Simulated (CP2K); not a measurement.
Two runs for the O K edge of propargyl alcohol. Run A: CP2K XAS_TDP, all-electron GAPW, PBEh(45%), aug-cc-pVDZ, TDA, no relativity. Run B differs in one setting.

First lines with a strength over 0.0015. A:

| atom | energy (eV) | states | strength, one atom |
| --- | --- | --- | --- |
| O4 (bonded to C and H) | 530.02 | 1 | 0.0146 |
|  | 531.10 | 1 | 0.0358 |
|  | 532.34 | 1 | 0.0052 |
|  | 532.81 | 1 | 0.0017 |
|  | 533.26 | 2 | 0.0051 |

B:

| atom | energy (eV) | states | strength, one atom |
| --- | --- | --- | --- |
| O4 (bonded to C and H) | 535.46 | 1 | 0.0144 |
|  | 536.53 | 1 | 0.0354 |
|  | 537.77 | 1 | 0.0052 |
|  | 538.25 | 1 | 0.0016 |
|  | 538.70 | 2 | 0.0050 |

Question: Which was it: GW2X switched on, scalar relativity switched on, the basis, the functional?

GW2X switched on. GW2X shifts an atom's lines together and keeps their spacings. Against PBEh(45%) in aug-cc-pVDZ, the leading line moves by +5.44 eV, to 535.46 eV.

[Hosts, paths, dates, database ids (printed as entryN), source tags and the programs' standing remarks are cut or masked in the printed files.]
